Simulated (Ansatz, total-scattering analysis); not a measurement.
# The surroundings of H by a first difference

Two samples of water and urea (24 H2O and 4 urea; N 7.7, C 3.9, O 26.9, H 61.5 atom %; 320 K, fixed volume (mean pressure -1.1 GPa); ρ₀ = 0.1024 Å⁻³) differ only in the isotope of H: D (b = 6.6681 fm) and H (b = -3.7395 fm). Other lengths: N 9.36, C 6.6472, O 5.8037 fm. The data are simulated by ab initio molecular dynamics with Ansatz (LDA, plane waves, PAW default files, Langevin thermostat, no spin, fixed volume, H with the mass of D). The average runs over 0.68 ps of 104 atoms, so shells between rare elements are rough. Mean temperature 322 K, largest m.s.d. 0.46 Å², energy drift -5 meV an atom (last third less first, no steady trend), Langevin friction 10 ps⁻¹; the first quarter of the run is discarded. Start: last frame of a classical run of this cell at the same density and temperature. So short a stretch relaxes bonds and nearest shells but still remembers its start. It is a liquid that moves slowly on the time of the run as far as so short a run tells. LDA overbinds hydrogen bonds, so O–O contacts come out short and the liquid too structured. The partials come from the cell's reciprocal vectors below 4 Å⁻¹ and from g(r) above; absorption, incoherent and inelastic scattering are left out. F(Q) = Σ ci cj bi bj (Sij − 1), in barn per steradian and atom:

| Q (Å⁻¹) | 2H | 1H | difference |
| --- | --- | --- | --- |
| 0.9 | -0.246 | -0.141 | -0.105 |
| 1.2 | -0.083 | -0.162 | 0.079 |
| 1.5 | 0.038 | -0.148 | 0.187 |
| 1.8 | 0.208 | -0.124 | 0.332 |
| 2.1 | 0.240 | -0.140 | 0.380 |
| 2.4 | 0.162 | -0.150 | 0.312 |
| 2.7 | -0.069 | -0.099 | 0.029 |
| 3.0 | -0.126 | 0.038 | -0.165 |
| 3.3 | -0.105 | 0.105 | -0.210 |
| 3.6 | -0.018 | 0.060 | -0.079 |
| 3.9 | -0.037 | 0.008 | -0.045 |
| 4.2 | -0.068 | -0.017 | -0.050 |
| 4.5 | -0.100 | 0.002 | -0.102 |
| 4.8 | -0.109 | 0.042 | -0.150 |
| 5.1 | -0.096 | 0.071 | -0.166 |
| 5.4 | -0.062 | 0.078 | -0.140 |
| 5.7 | -0.023 | 0.064 | -0.087 |
| 6.0 | 0.003 | 0.036 | -0.033 |
| 6.3 | 0.019 | 0.005 | 0.014 |
| 6.6 | 0.033 | -0.017 | 0.050 |
| 6.9 | 0.037 | -0.029 | 0.066 |
| 7.2 | 0.031 | -0.036 | 0.067 |
| 7.5 | 0.032 | -0.044 | 0.077 |
| 7.8 | 0.050 | -0.051 | 0.101 |
| 8.1 | 0.068 | -0.051 | 0.119 |
| 8.4 | 0.067 | -0.044 | 0.110 |
| 8.7 | 0.048 | -0.028 | 0.076 |
| 9.0 | 0.024 | -0.006 | 0.030 |
| 9.3 | 0.002 | 0.013 | -0.011 |
| 9.6 | -0.017 | 0.020 | -0.038 |
| 9.9 | -0.030 | 0.019 | -0.049 |
| 10.2 | -0.039 | 0.019 | -0.058 |
| 10.5 | -0.048 | 0.022 | -0.070 |
| 10.8 | -0.055 | 0.027 | -0.082 |

The first difference in real space, ΔG(r), in barn (from the pair functions, so without the broadening of a finite Q range):

```
r (Å)  first difference G(r)
 0.50                 -0.439
 0.58                 -0.439
 0.66                 -0.439
 0.74                 -0.439
 0.82                 -0.439
 0.90                 -0.389
 0.98                  4.096
 1.06                  2.876
 1.14                 -0.353
 1.22                 -0.434
 1.30                 -0.428
 1.38                 -0.402
 1.46                 -0.283
 1.54                  0.000
 1.62                  0.183
 1.70                  0.087
 1.78                 -0.079
 1.86                 -0.176
 1.94                 -0.148
 2.02                  0.032
 2.10                 -0.059
 2.18                 -0.180
 2.26                 -0.174
 2.34                 -0.165
 2.42                 -0.156
 2.50                 -0.131
 2.58                 -0.141
 2.66                 -0.193
 2.74                 -0.196
 2.82                 -0.162
 2.90                 -0.095
 2.98                 -0.038
 3.06                  0.046
 3.14                  0.129
 3.22                  0.196
 3.30                  0.118
 3.38                  0.089
 3.46                  0.077
 3.54                  0.065
```

**Question.** Which pairs survive in the difference, and what is the first shell of H?

Pairs without H cancel. ΔG(r) = Σ W [g(r) − 1] with W = 2 c(H) c(j) b(j) Δb, and c(H)² (b₁² − b₂²) for H–H: H–N 0.0922, H–C 0.0328, H–O 0.2001, H–H 0.1154 barn. At small r, ΔG → −ΣW = -0.441; in this finite cell the H–H term carries (N − 1)/N with N = 64 atoms of H, which gives -0.439.

The first feature holds O–H (1.00 Å, 0.8 neighbours by the coordinates) and N–H (1.03 Å, 0.2 neighbours by the coordinates) together, so its area gives only their weighted sum.

Shells of H from the coordinates: O–H at 1.00 Å, 0.8 neighbours to 1.28 Å; N–H at 1.03 Å, 0.2 neighbours to 1.32 Å; H–H at 1.61 Å, 1.1 neighbours to 1.90 Å, a soft count; C–H at 2.04 Å, 0.3 neighbours to 2.32 Å, a soft count (first peaks with a usable minimum only). Counts average over all H, whatever molecule they sit on, and second peaks of a pair (H two bonds away, hydrogen bonds) add features between 1.5 and 2.5 Å that aren't listed. The structure is taken to be the same for both isotopes, which holds least well for H and D.

[Logs are printed without paths, hosts, clocks, repeated set-up lines and the standing remarks that a program may print on its own settings, such as how far it seeks lower states.]
